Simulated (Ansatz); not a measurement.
# N on Hf(0001): change of the work function, part 4 of 4

Aim: the work function of Hf(0001) at several coverages of N (fcc site), and the dipole that each adsorbate carries.

Ansatz 0.2.0; plane-wave DFT, PBE, Ansatz PAW.

So far, work function, upper face (eV): step 2 (the clean slab) 4.33; step 3 (37 atoms, coverage 0.111 ML, cell 3x3) 4.32; step 4 (17 atoms, coverage 0.25 ML, cell 2x2) 4.40; step 5 (18 atoms, coverage 0.5 ML, cell 2x2) 4.73.

### Step 6. The covered slab, k-mesh 12×12×1, coverage 1 ML

System of this step: N/Hf(0001). The cell holds 5 atoms: 4 Hf and 1 N. Its edges and angles: a = 3.200 Å, b = 3.200 Å, c = 27.284 Å, α = 90.0°, β = 90.0°, γ = 60.0°. Vacuum lies along c.

Another coverage, to see how the dipoles act on each other as their distance changes.

The input, input.yaml:

```yaml
crystal:
  lattice:
    - [3.2, 0.0, 0.0]
    - [1.6, 2.7712812921, 0.0]
    - [0.0, 0.0, 27.2842316575]
  atoms:
    - { symbol: Hf, position: [0.6666666667, 0.6666666667, 0.3298608556] }
    - { symbol: Hf, position: [0.0, 0.0, 0.4226323887] }
    - { symbol: Hf, position: [0.6666666667, 0.6666666667, 0.5193772081] }
    - { symbol: Hf, position: [0.0, 0.0, 0.6065853916] }
    - { symbol: "N", position: [0.3333333333, 0.3333333333, 0.6701391444] }
kpoints:
  mp_grid: { grid: [12, 12, 1] }
hamiltonian:
  xc: pbe
scf:
  occupations: { method: fermi_dirac, width: 0.1 }
  convergence: { dr2_threshold: 1.0e-08 }
efield:
  axis: 3
  dipole_correction: true
  ramp_position: 0.97
  ramp_width: 0.06
relax:
  f_tol: 0.02
  max_steps: 60
  constraints: [{ sites: [0, 1] }]
output:
  write_potential: true
  write_density: true
  volumetric_format: npy
```

Command:

```
$ ansatz run input.yaml --threads 4 --pin off --max-ram 16384MiB --backend cpu --events-out ev --progress --plain --runs-dir out
```

The log of the run:

```text
[...]
Crystal: 5 atoms, lattice volume = 241.959 Å³
Basis set: ecut = 420 eV, 4795 PW (Γ), exchange–correlation on 48×48×384 points (8 copies of the dense FFT grid, shifted against one another)
Bands: 66, of which v1, the nominal top of the filled ones, is band 55 counted from 1 (54 counted from 0)
Symmetry: 6 space group operations
[...]
F+E_penalty+E_count = -63270.14122328 eV   max|allowed force component| = 5.695e-3 eV/Å
  atoms:
    - { symbol: Hf, position: [0.666667, 0.666667, 0.329861] }
    - { symbol: Hf, position: [-1.850372e-17, -1.850372e-17, 0.422632] }
    - { symbol: Hf, position: [0.666667, 0.666667, 0.513910] }
    - { symbol: Hf, position: [-4.539600e-18, -1.850372e-17, 0.621337] }
    - { symbol: N, position: [0.333333, 0.333333, 0.648834] }
[key lines of the parts left out:]
SCF converged after 7 iterations
Free energy (F): -63270.141223 eV
Fermi energy:    4.650125 eV
Dipole field:    D = -0.038592 V/Å  (p = -0.051603 e·Å, saw-weighted, corrected)
Work function:   Φ+ = 5.4447 eV   Φ− = 4.3918 eV
```

Elapsed: 55 s, on 4 threads of Arm Neoverse V1, shared host; peak memory 0.74 GiB.

The steps of the relaxation:

```csv
step,energy less that of the first step (eV),largest force component (eV/Å)
1,0.0000,5.6232
2,-2.2064,6.0247
3,-3.9770,3.0087
4,-4.2513,1.0348
5,-4.3316,0.3208
6,-4.3416,0.0495
7,-4.3418,0.0057
```

Forces are held to the 6 operations that the program found; a distortion that breaks them can't arise in this run.

The atoms that moved most (Å):

```
atom     dx     dy      dz  length
  N5  0.000  0.000  -0.581   0.581
 Hf4  0.000  0.000   0.402   0.402
 Hf3  0.000  0.000  -0.149   0.149
```

Final coordinates:

```cif
data_structure
_symmetry_space_group_name_H-M 'P 1'
_symmetry_Int_Tables_number 1
_cell_length_a 3.2000
_cell_length_b 3.2000
_cell_length_c 27.2842
_cell_angle_alpha 90.000
_cell_angle_beta 90.000
_cell_angle_gamma 60.000
_cell_volume 241.96
loop_
_atom_site_label
_atom_site_type_symbol
_atom_site_fract_x
_atom_site_fract_y
_atom_site_fract_z
_atom_site_occupancy
Hf1 Hf 0.66667 0.66667 0.32986 1
Hf2 Hf 0.00000 0.00000 0.42263 1
Hf3 Hf 0.66667 0.66667 0.51391 1
Hf4 Hf 0.00000 0.00000 0.62134 1
N5 N 0.33333 0.33333 0.64883 1
```

Running mean over 2.5312 Å of the planar mean; the ramp of the sawtooth is left out. Electron's electrostatic potential energy less the Fermi level against z:

z (Å), electron's electrostatic potential energy less the Fermi level (eV) and a bar from the least value:
```
        4       4.39 ############################
        5       4.36 ############################
        6       4.13 ###########################
        7       2.31 ########################
        8      -4.03 ###########
        9      -7.39 ####
       10      -7.27 #####
       11      -7.24 #####
       12      -7.40 ####
       13      -7.50 ####
       14      -7.15 #####
       15      -5.41 ########
       16      -5.79 ########
       17      -9.56 
       18      -5.46 ########
       19       2.44 ########################
       20       5.31 ##############################
       21       5.44 ##############################
       22       5.44 ##############################
       23       5.44 ##############################
       24       5.44 ##############################
```

The relaxation took 7 steps and lowered the energy by 4.3 eV; the largest force on the free atoms ends at 0.0057 eV/Å.

The covered face has 5.44 eV, +1.11 eV against the clean one; the bare back face has moved by +0.01 eV, a measure of how thin the slab is.

### Step 7. Work function against coverage

This step: plane-wave DFT, PBE, Ansatz PAW; work function against coverage (Ansatz 0.2.0).

The runs are now put side by side.

This step gave:

- work function of the clean face: 4.332 eV
- largest change of the work function: 1.112 eV

The work function of the covered face by coverage:

```
coverage (adsorbates/nm²)  work function of the covered face (eV)
                     0.00                                    4.33
                     1.25                                    4.32
                     2.82                                    4.40
                     5.64                                    4.73
                    11.28                                    5.44
```

The dipole per adsorbate comes from the change of the cell's dipole. Coverage, by row:

```csv
coverage (1/nm²),coverage (ML),work function (eV),change (eV),"dipole per adsorbate, positive end outwards (debye)",mean height of the added atoms over the highest substrate atom (Å)
1.253,0.1111,4.321,-0.0117,0.008,0.8868
2.819,0.25,4.405,0.0727,-0.081,0.8899
5.638,0.5,4.73,0.3979,-0.195,0.7348
11.28,1,5.445,1.112,-0.259,0.7502
```

### Step 8. Results

* work function of the clean face: 4.33 eV
* work function at 0.11 ML: 4.32 eV
* work function at 0.25 ML: 4.40 eV
* work function at 0.5 ML: 4.73 eV
* work function at 1 ML: 5.44 eV
* dipole per adsorbate at 0.11 ML, positive end outwards: 0.01 D

What this shows: At the lowest coverage N changes the work function of Hf(0001) by under 0.15 eV, within the error of so thin a slab; the largest change, +1.11 eV, comes at higher coverage. The slab has 4 layers, at the tabulated experimental lattice constant, one starting site was run, and quantum-size effects of a slab this thin can reach one or two tenths of an eV.

[Long decimals in the printed logs are rounded to 6 places.]

[Logs are printed without paths, hosts, clocks, repeated set-up lines and the standing remarks that a program may print on its own settings, such as how far it seeks lower states.]

[Hosts, paths, dates, database ids (printed as entryN), source tags and the programs' standing remarks are cut or masked in the printed files.]

[Maps of the electrostatic potential energy from Ansatz leave out the sawtooth potential of an applied field or a dipole correction, so their vacuum need not be flat; planar profiles and work functions include it.]
